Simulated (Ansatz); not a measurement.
## Do the potentials matter? V_N in AlN (P6_3mc)

Aim: the (+1/0) level of V_N in AlN (P6_3mc) as a function of the pseudopotential files, with the cost of each choice. The model is a cell of 128 host atoms with 1 N taken out; the atoms are relaxed once and then held.

Method: plane-wave DFT; relaxations with PBEsol, then single points with PBEsol, on supercells at fixed charge in a uniform background, in Ansatz 0.2.0.

## Step 1: Set-up

The cell holds 127 atoms: 64 Al and 63 N. Its edges and angles: a = 14.686 Å, b = 14.686 Å, c = 11.753 Å, α = 125.1°, β = 125.1°, γ = 94.5°. It derives from AlN (space group P6_3mc). Nearest the centre at fractional (0.554, 0.637, 0.750): Al117 at 1.89 Å, Al102 at 1.89 Å, Al55 at 1.89 Å, Al51 at 1.90 Å, N126 at 3.07 Å, N94 at 3.07 Å, N124 at 3.07 Å, N112 at 3.07 Å. The cell carries charge +1.

The host's dielectric constants go in as inputs: (4.49, 4.49, 4.72) for the electrons alone, (8.15, 8.15, 9.65) with the ions, computed on the host (DFPT, PBEsol, on the r2SCAN cell), and a cell off the functional's own equilibrium shifts the ionic part.

The cell's shortest repeat is 11.8 Å.

## Step 2: Relaxing both charge states, PBEsol

The study needs fixed structures, so each charge is relaxed once, at one point at (¼, ¼, ¼), from small random displacements that break the symmetry of the site.

qp1.relax/input.yaml reads:

```yaml
crystal:
  lattice:
    - [-4.670411, 2.69646299, 4.98367666]
    - [4.670411, -2.69646299, 4.98367666]
    - [1.55680363, 2.69646305, -4.98367666]
  atoms:
    - { symbol: Al, position: [0.416184, 0.08285, 0.0] }
    - { symbol: Al, position: [0.416184, 0.58285, 0.5] }
    - { symbol: Al, position: [0.916184, 0.08285, 0.5] }
    - { symbol: Al, position: [0.916184, 0.58285, 0.0] }
    - { symbol: Al, position: [0.33285, 0.166184, 0.5] }
    - { symbol: Al, position: [0.33285, 0.666184, 0.0] }
    - { symbol: Al, position: [0.83285, 0.166184, 0.0] }
    - { symbol: Al, position: [0.83285, 0.666184, 0.5] }
    - { symbol: "N", position: [0.10715, 0.273816, 0.5] }
    - { symbol: "N", position: [0.10715, 0.773816, 0.0] }
    - { symbol: "N", position: [0.60715, 0.273816, 0.0] }
    - { symbol: "N", position: [0.60715, 0.773816, 0.5] }
    - { symbol: "N", position: [0.023816, 0.35715, 0.0] }
    - { symbol: "N", position: [0.023816, 0.85715, 0.5] }
    - { symbol: "N", position: [0.523816, 0.35715, 0.5] }
    - { symbol: "N", position: [0.523816, 0.85715, 0.0] }
  supercell: [2, 2, 2]
  defects: [{ vacancy: 120 }]
total_charge: 1
basis:
  ecutwfc: 420
  xc_grid: 2
hamiltonian:
  xc: pbesol
  pseudopotentials: { kind: paw, azcp: { folder: soft_1 }, xc_functional: pbe }
kpoints:
  mp_grid: { grid: [1, 1, 1], shift: [0.25, 0.25, 0.25] }
scf:
  occupations: { method: fixed }
  max_iter: 80
output:
  forces: true
  charged_corrections:
    epsilon: [4.49, 4.49, 4.72]
    static_epsilon: [8.15, 8.15, 9.65]
    defect_position: [0.553575, 0.636908, 0.75]
relax:
  f_tol: 0.015
  max_steps: 60
  random_displacement: { amplitude: 0.04, seed: 9029 }
checkpoint:
  write: "../qp1.relax.run"
  compress: false
  write_wavefunctions: true
  write_every: 100000
```

On the command line:

```
$ ansatz run input.yaml --threads 8 --pin off --max-ram 18841MiB --backend cpu --events-out ev --progress --plain --runs-dir out
```

Numbers of over 12 decimals in the logs are rounded to 6 here.

Output:

```text
[... repeated set-up lines and file paths are left out, and long positions are rounded to six places ...]
Engine: ansatz 0.2.0, aarch64-unknown-linux-gnu
Pseudopotentials: kind: paw
Pseudopotential: Al, paw, valence charge 3, recommended cutoff 420 eV (normal), soft_1/Al.paw.azcp
Pseudopotential: N, paw, valence charge 5, recommended cutoff 420 eV (normal), soft_1/N.paw.azcp
Functional definition: PBEsol
  exchange = pbesol_x
  correlation = pbesol_c
Crystal: 127 atoms, lattice volume = 1338.931 Å³
Basis set: ecut = 420 eV, 26161 PW (Γ), exchange–correlation on 200×200×160 points (8 copies of the dense FFT grid, shifted against one another)
Bands: 380, of which v1, the nominal top of the filled ones, is band 253 counted from 1 (252 counted from 0)
Symmetry: 1 space group operations
k-points: 1
Non-local potential: Al, projectors of the file, l = 0: 2, l = 1: 2, l = 2: 1
Non-local potential: N, projectors of the file, l = 0: 2, l = 1: 2, l = 2: 1
PAW form: soft (Blöchl's): semilocal exchange-correlation on the pseudo side does not see the compensation charge
PAW frozen core: Al, regenerated for the run's functional, and the local potential with it (the file was generated under x = pbe(κ = 0.804, μ = 0.219515), c = pbe(β = 0.066725))
PAW frozen core: N, regenerated for the run's functional, and the local potential with it (the file was generated under x = pbe(κ = 0.804, μ = 0.219515), c = pbe(β = 0.066725))
PAW one-centre angular grid: Al, 110 points (default); XC on 64 Gauss nodes
PAW one-centre angular grid: N, 110 points (default); XC on 64 Gauss nodes
Initial density: superposition of atomic densities (chi_scale 0.1, normalization cell, long waves kept (reshape's long-wave potential 0.18 eV rms))
Initial wavefunctions: pseudopotential atomic-orbital guess
Functional: x = pbesol(κ = 0.804, μ = 0.123457), c = pbesol(β = 0.046)
SCF iter   1: F=—  HF=-57694.458598 eV  |F-HF|=—  |Δ(HF+E_count)|=         —  Δρ=1.32e-1  dr2=2.88e2  ethr=3.10e-3  ⟨swp⟩=5.0  Hψ=1185  notcnv=0  defer=123
preconditioner: auto → Resta (q_TF=auto, 2.320 Å⁻¹)  ε∞=3.6  [insulator: Δε(μ)=3.864 eV  Ē_g=14.129 eV  n_scr=288 (ndim 8)  ℏωp=22.8 eV  f_vac=0.000  ε∞_Penn≈3.6]
SCF iter   2: F=—  HF=-57610.182689 eV  |F-HF|=—  |Δ(HF+E_count)|=    8.43e1  Δρ=4.50e-2  dr2=1.52e1  ethr=3.10e-3  ⟨swp⟩=3.0  Hψ=654  notcnv=0  defer=124
SCF iter   3: F=—  HF=-57606.606341 eV  |F-HF|=—  |Δ(HF+E_count)|=    3.58e0  Δρ=2.31e-2  dr2=4.27e0  ethr=3.00e-3  ⟨swp⟩=1.0  Hψ=388  notcnv=0  defer=122
SCF iter   4: F=—  HF=-57605.691621 eV  |F-HF|=—  |Δ(HF+E_count)|=   9.15e-1  Δρ=1.95e-3  dr2=4.37e-2  ethr=8.43e-4  ⟨swp⟩=2.0  Hψ=264  notcnv=0  defer=125
SCF iter   5: F=—  HF=-57605.703257 eV  |F-HF|=—  |Δ(HF+E_count)|=   1.16e-2  Δρ=1.20e-3  dr2=1.80e-2  ethr=8.64e-6  ⟨swp⟩=2.0  Hψ=517  notcnv=0  defer=125
SCF iter   6: F=—  HF=-57605.701008 eV  |F-HF|=—  |Δ(HF+E_count)|=   2.25e-3  Δρ=2.37e-4  dr2=7.71e-4  ethr=3.56e-6  ⟨swp⟩=2.0  Hψ=506  notcnv=0  defer=125
SCF iter   7: F=—  HF=-57605.701368 eV  |F-HF|=—  |Δ(HF+E_count)|=   3.60e-4  Δρ=8.16e-5  dr2=8.95e-5  ethr=1.52e-7  ⟨swp⟩=3.0  Hψ=567  notcnv=0  defer=124
SCF iter   8: F=—  HF=-57605.701357 eV  |F-HF|=—  |Δ(HF+E_count)|=   1.12e-5  Δρ=3.67e-5  dr2=1.77e-5  ethr=1.77e-8  ⟨swp⟩=2.0  Hψ=515  notcnv=0  defer=124
SCF iter   9: F=-57605.701353 eV  HF=-57605.701354 eV  |F-HF|=5.31e-7  |Δ(HF+E_count)|=   3.41e-6  Δρ=8.62e-6  dr2=9.15e-7  ethr=1.11e-9  ⟨swp⟩=3.0  Hψ=890  notcnv=0
SCF 1 converged in 9 iterations: F = -57605.701353 eV  dr2 = 9.15e-7
[...]
relax step   1: F+E_penalty+E_count = -57605.70135338 eV  Δ(F+E_penalty+E_count) = +0.000e0 eV  max|allowed force component| = 1.606e0 eV/Å  Δτ_max = 0.0000 Å  (9 SCF iters, dr2 threshold 5.63e-6 eV, accepted)
[...]
relax step   2: F+E_penalty+E_count = -57607.21843089 eV  Δ(F+E_penalty+E_count) = -1.517e0 eV  max|allowed force component| = 8.950e-1 eV/Å  Δτ_max = 0.1055 Å  (6 SCF iters, dr2 threshold 1.00e-4 eV, accepted)
[...]
relax step   4: F+E_penalty+E_count = -57607.93938944 eV  Δ(F+E_penalty+E_count) = -1.153e-3 eV  max|allowed force component| = 2.607e-2 eV/Å  Δτ_max = 0.0053 Å  (6 SCF iters, accepted)
[...]
relax step   5: F+E_penalty+E_count = -57607.93947069 eV  Δ(F+E_penalty+E_count) = -8.125e-5 eV  max|allowed force component| = 1.150e-2 eV/Å  Δτ_max = 0.0031 Å  (5 SCF iters, accepted)
NSCF: frozen V_eff on 1 k-points
[...]
SCF converged after 5 iterations
Free energy (F): -57607.939471 eV
Harris-Foulkes:  -57607.939471 eV  (|F-HF|=1.14e-8)
Internal energy: -57607.939471 eV  (E = F + TS)
E sigma→0 (E₀):  -57607.939471 eV
Fermi energy:    7.276606 eV
--- Per-component energies (eV) ---
  E_band       = 876.233110
  E_kinetic    = 9830.311528
  E_local      = -13474.321201  (includes V_loc(G=0)·N_el)
  E_nonlocal   = 2833.243425
  E_hartree    = 4966.084808
  E_xc         = -6199.361022
  E_vxc        = -6724.107544  (∫ρ·V_xc dr)
  E_paw        = -37018.016096  (= ΣΔE_a)
  E_vpaw       = -1521.117509  (= ΣTr[D̂ρ^β])
  E_aug_tail   = 0.052811  (compensation charges beyond the density's cutoff)
  E_ewald      = -18548.928847
  E_core_change = 2.995125  (= ΣΔE_core)
  E_smearing   = -0.000000  (= −TS)
  E_closure    = 0.000000  (closes the sum)
  E_deformation_potential = 17.062513  (in the stress; not in F)
  Σ components = -57607.939471   (vs F -57607.939471, Δ=0.00e0)
--- Forces (eV/Å), atoms counted from 1 ---
  atom   1  Al     0.00493974     0.00090997     0.00140229
  atom   2  Al     0.00326479     0.00282231     0.00502018
  [... 29 atoms left out ...]
  atom  32  N     -0.00074958    -0.00384580    -0.00774033
  [... 18 atoms left out ...]
  atom  51  Al    -0.00046343    -0.00088918     0.00620475
  [... 3 atoms left out ...]
  atom  55  Al    -0.00085031     0.00726694     0.00514138
  [... 38 atoms left out ...]
  atom  94  N     -0.00544279     0.00431230    -0.00836090
  [... 7 atoms left out ...]
  atom 102  Al    -0.01129977    -0.00495318     0.00518825
  [... 6 atoms left out ...]
  atom 109  N      0.00401076     0.00174245    -0.00636454
  [... 2 atoms left out ...]
  atom 112  N      0.00353624     0.00264976     0.00329929
  [... 4 atoms left out ...]
  atom 117  Al     0.00641529    -0.00460965     0.00470142
  [... 6 atoms left out ...]
  atom 124  N      0.00017755    -0.00289503     0.00414706
  [... 1 atom left out ...]
  atom 126  N     -0.00468845     0.00261950     0.00457107
  [... 1 atom left out ...]
  max |Σ_I F_I| component: 1.50e-5 eV/Å
--- Charged-cell corrections in eV (Makov–Payne, q = +1.000 e, ε = [8.150, 8.150, 9.650]) ---
  F (periodic)     = -57607.939471  (uncorrected; the corrections below are reported, never added to it)
  E_corr1          = +0.217927  (monopole, q²α_M/2ε̄L, of the cell on which ε is isotropic)
  F Makov-Payne    = -57607.721544  (F + E_corr1; no measured alignment; for a localised charge, not one spread in a band: unchecked)
  no potential alignment in this run, which stands beside a crystal: run the host's input off ansatz write-host-input, and read the two finished runs by ansatz place-levels (neither reads a slab, a wire or a sheet, whose cell leaves a vacuum)
--- Band table (eV) ---
  k-point 0: bands = ["-7.9040", "-7.8780", "-7.5408", "-7.5061", [... 372 left out ...] "16.8771", "16.9251", "16.9543", "16.9739"]
--- Relaxed structure (5 steps of the walk, 5 accepted, 0 SCFs on fresh bases) ---
  F+E_penalty+E_count = -57607.93947069 eV   max|allowed force component| = 1.150e-2 eV/Å
  atoms:
    - { symbol: Al, position: [0.207931, 0.041009, -0.000568] }
    - { symbol: Al, position: [0.207419, 0.290070, 0.248455] }
    [... 29 atoms left out ...]
    - { symbol: N, position: [0.262594, 0.429117, 0.499812] }
    [... 18 atoms left out ...]
    - { symbol: Al, position: [0.453756, 0.537133, 0.749942] }
    [... 3 atoms left out ...]
    - { symbol: Al, position: [0.412976, 0.581564, 0.494300] }
    [... 38 atoms left out ...]
    - { symbol: N, position: [0.512774, 0.429354, 0.749938] }
    [... 7 atoms left out ...]
    - { symbol: Al, position: [0.668654, 0.837263, 0.005662] }
    [... 6 atoms left out ...]
    - { symbol: N, position: [0.512734, 0.679244, 7.873784141531774e-5] }
    [... 2 atoms left out ...]
    - { symbol: N, position: [0.760723, 0.926804, -0.001523] }
    [... 4 atoms left out ...]
    - { symbol: Al, position: [0.668610, 0.581269, 0.749942] }
    [... 6 atoms left out ...]
    - { symbol: N, position: [0.512200, 0.678271, 0.501430] }
    [... 1 atom left out ...]
    - { symbol: N, position: [0.760490, 0.678129, 0.749958] }
    [... 1 atom left out ...]
```

Run time: 57 s. Hardware: 8 threads of Arm Neoverse V2, shared host; peak memory 3.1 GiB.

Relaxation path:

```tsv
step	energy less that of the first step (eV)	largest force component (eV/Å)
1	0.0000	1.6064
2	-1.5171	0.8950
3	-2.2369	0.0472
4	-2.2380	0.0261
5	-2.2381	0.0115
```

The atoms that moved most (Å, from the sites as typed, ahead of the random displacement):

```tsv
atom	dx	dy	dz	length
Al51	0.001	0.000	-0.085	0.085
Al117	-0.037	0.021	0.005	0.043
Al102	0.036	0.020	0.008	0.042
Al55	0.001	-0.041	0.008	0.042
N126	0.010	-0.005	-0.018	0.021
N94	0.000	0.000	0.018	0.018
N124	-0.001	0.011	-0.014	0.018
N112	-0.010	-0.005	-0.014	0.017
```

Neighbours of the ideal centre at the end:

```tsv
atom	distance (Å)
Al102	1.933
Al55	1.933
Al117	1.934
Al51	1.989
N126	3.052
N112	3.054
N124	3.055
N94	3.059
N109	3.061
N32	3.061
Al114	3.090
N108	3.103
N106	3.104
N12	3.104
N107	3.104
N90	3.104
```

```tsv
charge	moment set (μB)	steps	largest displacement (Å)	time
0	1	15	0.11	5.7 min
+1	0	5	0.08	57 s
```

The relaxation ends 18 meV an atom lower than the displaced start, with a largest force component of 0.011 eV/Å.

## Step 3: First setting: soft PAW, 420 eV

Total energies have another zero for each set of files, but a level against the valence top must not depend on them. The spread measures the error of the potentials and cutoffs, not that of the functional or the cell.

qp1.fdefault/input.yaml reads:

```yaml
crystal:
  checkpoint: "../qp1.relax.run"
  host: checkpoint
total_charge: 1
basis:
  ecutwfc: 420
  xc_grid: 2
hamiltonian:
  xc: pbesol
  pseudopotentials: { kind: paw, azcp: { folder: soft_1 }, xc_functional: pbe }
kpoints:
  mp_grid: { grid: [1, 1, 1], shift: [0.25, 0.25, 0.25] }
scf:
  occupations: { method: fixed }
  max_iter: 80
output:
  forces: true
  charged_corrections:
    epsilon: [4.49, 4.49, 4.72]
    static_epsilon: [8.15, 8.15, 9.65]
    defect_position: [0.553575, 0.636908, 0.75]
  eigenvalues: true
checkpoint:
  write: "../qp1.fdefault.run"
  compress: false
  write_wavefunctions: false
  write_every: 100000
```

Output:

```text
[...]
crystal.checkpoint: the structure is that of <dir>, a `relax` run, at its step 5: its result, under pbesol at a charge of 1 e; 127 atoms read, 0 with a starting moment; no density is read with it (checkpoint.read); crystal.structure_sha256 for this input is
[...]
Crystal: 127 atoms, lattice volume = 1338.931 Å³
Basis set: ecut = 420 eV, 26161 PW (Γ), exchange–correlation on 200×200×160 points (8 copies of the dense FFT grid, shifted against one another)
Bands: 380, of which v1, the nominal top of the filled ones, is band 253 counted from 1 (252 counted from 0)
[... 1 set-up line as in the run before ...]
[...]
k-points: 1
[...]
SCF iter   1: F=—  HF=-57696.299503 eV  |F-HF|=—  |Δ(HF+E_count)|=         —  Δρ=1.32e-1  dr2=2.86e2  ethr=3.10e-3  ⟨swp⟩=5.0  Hψ=1294  notcnv=0  defer=124
[...]
SCF iter   3: F=—  HF=-57608.850087 eV  |F-HF|=—  |Δ(HF+E_count)|=    3.55e0  Δρ=2.30e-2  dr2=4.31e0  ethr=2.98e-3  ⟨swp⟩=1.0  Hψ=338  notcnv=0  defer=31
automatic band count: iteration 3 solves 293 bands in place of 380: the levels show a gap, and the empty bands left out lie too high to hold charge; the band table lists the bands solved (type scf.n_extra_bands for more)
SCF iter   4: F=—  HF=-57607.926604 eV  |F-HF|=—  |Δ(HF+E_count)|=   9.23e-1  Δρ=1.65e-3  dr2=2.76e-2  ethr=8.51e-4  ⟨swp⟩=2.0  Hψ=265  notcnv=0  defer=37
[...]
SCF iter  10: F=-57607.939471 eV  HF=-57607.939471 eV  |F-HF|=2.07e-8  |Δ(HF+E_count)|=   1.13e-8  Δρ=1.52e-6  dr2=3.00e-8  ethr=1.98e-11  ⟨swp⟩=12.0  Hψ=1235  notcnv=0
SCF 1 converged in 10 iterations: F = -57607.939471 eV  dr2 = 3.00e-8
[...]
SCF converged after 10 iterations
Free energy (F): -57607.939471 eV
[...]
Internal energy: -57607.939471 eV  (E = F + TS)
E sigma→0 (E₀):  -57607.939471 eV
Fermi energy:    7.276645 eV
[...]
--- Forces (eV/Å), atoms counted from 1 ---
  atom   1  Al     0.00495124     0.00092971     0.00140867
  atom   2  Al     0.00327271     0.00284081     0.00500550
  [... 29 atoms left out ...]
  atom  32  N     -0.00074777    -0.00383901    -0.00775042
  [... 18 atoms left out ...]
  atom  51  Al    -0.00043770    -0.00091292     0.00621728
  [... 3 atoms left out ...]
  atom  55  Al    -0.00083871     0.00728393     0.00517941
  [... 38 atoms left out ...]
  atom  94  N     -0.00544787     0.00431812    -0.00837302
  [... 7 atoms left out ...]
  atom 102  Al    -0.01131234    -0.00498006     0.00521784
  [... 6 atoms left out ...]
  atom 109  N      0.00400823     0.00173529    -0.00637160
  [... 2 atoms left out ...]
  atom 112  N      0.00353393     0.00264638     0.00330042
  [... 4 atoms left out ...]
  atom 117  Al     0.00641231    -0.00461712     0.00468732
  [... 6 atoms left out ...]
  atom 124  N      0.00018155    -0.00289069     0.00414947
  [... 1 atom left out ...]
  atom 126  N     -0.00469165     0.00261753     0.00458284
  [... 1 atom left out ...]
  max |Σ_I F_I| component: 1.83e-5 eV/Å
[...]
F Makov-Payne    = n/a  (the rows are of the electrons' constant alone; ansatz place-levels tells what screens the charge)
[...]
--- Band table (eV) ---
[...]
```

Elapsed: 16 s, on 8 threads; peak memory 2.9 GiB.

The column dr2 measures how far the density is from self-consistency, as an energy; F and HF (Harris–Foulkes) agree once it is small.

Both charges and the host at this setting go to place-levels, which corrects for the image charge and aligns the potentials.

levels.fdefault.yaml reads:

```yaml
host:
  run: host.fdefault.run
states: [q0_M1.fdefault.run, qp1.fdefault.run]
geometry_from:
  q0_M1.fdefault.run: q0_M1.relax.run
  qp1.fdefault.run: qp1.relax.run
  host.fdefault.run: host.relax.run
```

On the command line:

```
$ ansatz place-levels levels.fdefault.yaml -- --threads 8 --pin off --max-ram 18841MiB
```

Output:

```text
(+1/0) 3.326 eV above the valence edge, 0.772 eV under the conduction edge
  edges by pbesol, gap 4.098 eV; the host is sampled to repeats of 12.45 Å
  the defect's cells are sampled to repeats of 12.45 Å, like sampling
  charge +1: -57607.7933 eV with its correction of +0.146 eV, at epsilon [8.15, 8.15, 9.65], aligned at sites: -0.0717 eV, mean over 48 atomic sites at or beyond 5.88 Å from the defect at [0.5536, 0.6369, 0.7500], with -0.002316 for the charge's moments and [...]
  charge 0: +0.000 eV for its dipole among its images, +0.000 omitted
  of states[1] (qp1.fdefault.run): how wide its charge is, is not read beside other atoms or cores, and a band state would take no correction. [...]
```

It took 0.15 s on 8 threads.

At this setting the gap is 4.098 eV and (+1/0) lies 3.326 eV above the valence top.

## Step 4: The other settings

In the defect's inputs only the studied keys change. One input of each further setting:

qp1.fhard/input.yaml, as its differences from qp1.fdefault/input.yaml of step 3:

```diff
@@ -5,3 +5,3 @@
 basis:
-  ecutwfc: 420
+  ecutwfc: 950
   xc_grid: 2
@@ -9,3 +9,3 @@
   xc: pbesol
-  pseudopotentials: { kind: paw, azcp: { folder: soft_1 }, xc_functional: pbe }
+  pseudopotentials: { kind: paw, source: ansatz }
 kpoints:
@@ -23,3 +23,3 @@
 checkpoint:
-  write: "../qp1.fdefault.run"
+  write: "../qp1.fhard.run"
   compress: false
```

qp1.fnc/input.yaml, as its differences from qp1.fhard/input.yaml of step 4:

```diff
@@ -5,3 +5,3 @@
 basis:
-  ecutwfc: 950
+  ecutwfc: 1200
   xc_grid: 2
@@ -9,3 +9,3 @@
   xc: pbesol
-  pseudopotentials: { kind: paw, source: ansatz }
+  pseudopotentials: { kind: nc }
 kpoints:
@@ -23,3 +23,3 @@
 checkpoint:
-  write: "../qp1.fhard.run"
+  write: "../qp1.fnc.run"
   compress: false
```

## Step 5: Result against cost

Times of the states on 8 threads of Arm Neoverse V2, shared host; the host is run again at each setting:

```tsv
pseudopotential files	gap (eV)	(+1/0) above the valence top (eV)	under the conduction bottom (eV)	level less that at harder PAW, 950 eV (meV)	time, both charge states	time, host and placing	peak memory of a state (GiB)
soft PAW, 420 eV	4.098	3.326	0.772	-6	60 s	8.3 s	5.1
harder PAW, 950 eV	4.109	3.332	0.777	0	6.6 min	60 s	13.6
norm-conserving, 1200 eV	4.102	3.297	0.805	-35	4.4 min	4.3 min	13.5
```

## Step 6: Results

| Quantity | Value |
| --- | --- |
| (plus 1/0) level, soft PAW, 420 eV | 3.33 eV |
| (plus 1/0) level, harder PAW, 950 eV | 3.33 eV |
| (plus 1/0) level, norm-conserving, 1200 eV | 3.30 eV |

What this shows: Over the settings in the table the level spans 0.035 eV; soft PAW, 420 eV lies within 0.02 eV of the reference (harder PAW, 950 eV, 3.33 eV); soft PAW, 420 eV takes 15 % of its time for the two charge states. The largest miss of the level above the valence top is 35 meV, with norm-conserving, 1200 eV. Only the charges 0 and +1 were run, each from one start, so (+1/0) need not be a change between stable states. The host ran in cells of different size at different settings, so its times don't compare. What this leaves open: one k-point off the zone centre stands for the whole zone; PBEsol makes the gap too small and tends to spread out bound carriers.

[Logs are printed without paths, hosts, clocks, repeated set-up lines and the standing remarks that a program may print on its own settings, such as how far it seeks lower states.]

[Hosts, paths, dates, database ids (printed as entryN), source tags and the programs' standing remarks are cut or masked in the printed files.]

[Where a table of states has a column of steps, it counts the stored structures, which are thinned; the runs took as many ionic steps or more.]

[For some hosts the program warned that the k-mesh of the response run may be too coarse for force constants and the static dielectric constant; such warnings are not shown here.]
